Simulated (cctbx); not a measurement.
**Eu5MgZnNi: precision against data quality**

Space group Amm2 (no. 38), a = 5.4730 Å, b = 6.9640 Å, c = 12.3490 Å, α = 90.00°, β = 90.00°, γ = 90.00°.

```csv
atom,mult.,x,y,z,Ueq (Å²)
Eu1,2,1/2,0,0.1624,0.0078
Eu2,4,1/2,0.2630,0.4085,0.0097
Eu3,4,0,0.7399,0.0857,0.0085
Zn1,2,1/2,1/2,0.1770,0.0125
Ni1,2,0,1/2,0.3267,0.0120
Mg1,2,0,0,0.3346,0.0130
```

The model is made up (kin elements in a known structure type, no relaxation), so it says nothing on whether the phase exists.

Five simulated data sets (cctbx; Ag Kα, λ = 0.56087 Å; 4 % proportional error) differ in resolution or exposure (noise floor 8 counts in the first three, 8 in the last two). Each is refined with the right model, isotropic at 1.1 Å and anisotropic otherwise. How do the figures of merit and the uncertainties move?

| d min (Å) | top counts | ⟨I/σ⟩ (unmerged, absences included) | unique | param. (scale apart) | Rint | R1 | GooF | largest s.u. xyz (fractional) | s.u. U of Mg1 (Å²) | largest error (Å) |
| --- | --- | --- | --- | --- | --- | --- | --- | --- | --- | --- |
| 1.1 | 5000 | 4.8 | 220 | 14 | 0.044 | 0.0271 | 0.98 | 0.00230 | 0.0045 | 0.0231 |
| 0.84 | 5000 | 4.1 | 489 | 28 | 0.044 | 0.0300 | 0.96 | 0.00287 | 0.0050 | 0.0272 |
| 0.6 | 5000 | 3.2 | 1268 | 28 | 0.059 | 0.0366 | 0.96 | 0.00149 | 0.0037 | 0.0127 |
| 0.75 | 300 | 0.7 | 670 | 28 | 0.304 | 0.1017 | 0.94 | 0.00575 | 0.0462 | 0.0708 |
| 0.75 | 3000 | 3.0 | 670 | 28 | 0.061 | 0.0383 | 0.93 | 0.00255 | 0.0067 | 0.0556 |

The number of reflections grows roughly as 1/d³: 220, 489 and 1268 here. R1 follows the noise rather than the truth: at 300 counts it is 0.1017, at 3000 counts 0.0383, while GooF is 0.94 and 0.93: the weights 1/σ² carry the noise. The s.u. of U (U11 where anisotropic) for Mg1 goes 0.0045, 0.0050, 0.0037 Å² with resolution and 0.0462, 0.0067 Å² with exposure.

Hardware for the 0.6 Å refinement: 0.71 s on 1 thread of Arm Neoverse V2, on a shared host, peak memory 0.09 GiB.

[Logs are printed without paths, hosts, clocks, repeated set-up lines and the standing remarks that a program may print on its own settings, such as how far it seeks lower states.]
